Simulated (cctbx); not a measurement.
# A disordered crystal of nominal DyCo2Sn2

Cell a = 4.3680 Å, b = 4.3680 Å, c = 10.0250 Å, α = 90.00°, β = 90.00°, γ = 90.00°; space group I4/mmm (no. 139); nominal formula DyCo2Sn2.

The data are simulated with cctbx, not measured: Mo Kα, λ = 0.71073 Å, to d = 0.7 Å, 50 % of the full sphere, strongest reflection 70000 counts, noise from counting, a 3 % proportional error and a noise floor of 4 counts (s.d.); no absorption.

With every site full:

```text
Rint 0.023, 111 unique reflections to 0.70 A
cycle     R1     wR2    GooF  max shift (A)
   1  0.1986  0.5450  29.547   0.00132
   2  0.0457  0.1799   9.755   0.00035
final R1 0.0458 wR2 0.1799 GooF 9.753  parameters 7  data/parameter 15.9
atom        x        y        z      Ueq    occ   su(xyz)  su(Uiso or U11)
Dy1    0.00000  0.00000  0.00000   0.0047  1.000  0.00000  0.0010
Sn1    0.50000  0.50000  0.12597   0.0019  1.000  0.00024  0.0010
Co2    0.50000  0.00000  0.25000  -0.0054  1.000  0.00000  0.0011  NPD
difference map: max 8.12 min -3.07 rms 0.88
Q1    0.0000  0.0000  0.3792    4    8.19  0.05 A from Sn1
Q2    0.0000  0.0000  0.0000    2    6.25  0.00 A from Dy1
Q3    0.0000  0.5000  0.2500    4    4.96  0.00 A from Co2
Q4    0.0000  0.0000  0.2506    4    1.95  1.24 A from Sn1
Q5    0.0000  0.0000  0.0906    4    1.48  0.91 A from Dy1
Q6    0.0000  0.0000  0.1604    4    1.29  1.61 A from Dy1
```

With the occupancies of the suspect sites free, each still typed as its main element:

```text
Rint 0.023, 111 unique reflections to 0.70 A
cycle     R1     wR2    GooF  max shift (A)
   1  0.1372  0.4528  24.790   0.00225
   6  0.0073  0.0173   0.946   0.00001
final R1 0.0073 wR2 0.0172 GooF 0.943  parameters 9  data/parameter 12.3
atom        x        y        z      Ueq    occ   su(xyz)  su(Uiso or U11)
Dy1    0.00000  0.00000  0.00000   0.0032  0.911  0.00000  0.0001
Sn1    0.50000  0.50000  0.12581   0.0040  1.000  0.00002  0.0001
Co2    0.50000  0.00000  0.25000   0.0021  1.118  0.00000  0.0001
su of occupancy Dy1: 0.002
su of occupancy Co2: 0.003
difference map: max 0.59 min -0.36 rms 0.13
Q1    0.0000  0.0000  0.0827    4    0.59  0.83 A from Dy1
Q2    0.0000  0.0000  0.4243    4    0.49  0.50 A from Sn1
Q3    0.0000  0.0000  0.2387    4    0.44  1.36 A from Sn1
Q4    0.0000  0.4032  0.0434   16    0.43  1.81 A from Dy1
Q5    0.0000  0.3622  0.5000    8    0.42  2.02 A from Sn1
Q6    0.0000  0.1939  0.0854   16    0.34  1.20 A from Dy1
```

**Question.** What is the disorder?

X-rays count electrons. Dy1 refines to 0.911(0.002), or 60.1 electrons; the site truly holds 0.85 Dy and 0.15 Co, 60.1 electrons, which is 0.911 of Dy; Co2 refines to 1.118(0.003), or 30.2 electrons; the site truly holds 0.925 Co and 0.075 Dy, 29.9 electrons, which is 1.108 of Co. A value under 1 can't tell vacancies from a lighter guest, and one over 1 needs a heavier guest; chemistry or a second radiation must settle which. Occupancy correlates with U and the scale, and the two elements' form factors differ in shape, so the match is approximate.

Freeing them takes R1 from 0.0458 to 0.0073 and GooF from 9.75 to 0.94.

The model is made up (kin elements in a known structure type, no relaxation), so it says nothing on whether the phase exists.

[Middle refinement cycles are left out of these outputs.]

[Logs are printed without paths, hosts, clocks, repeated set-up lines and the standing remarks that a program may print on its own settings, such as how far it seeks lower states.]
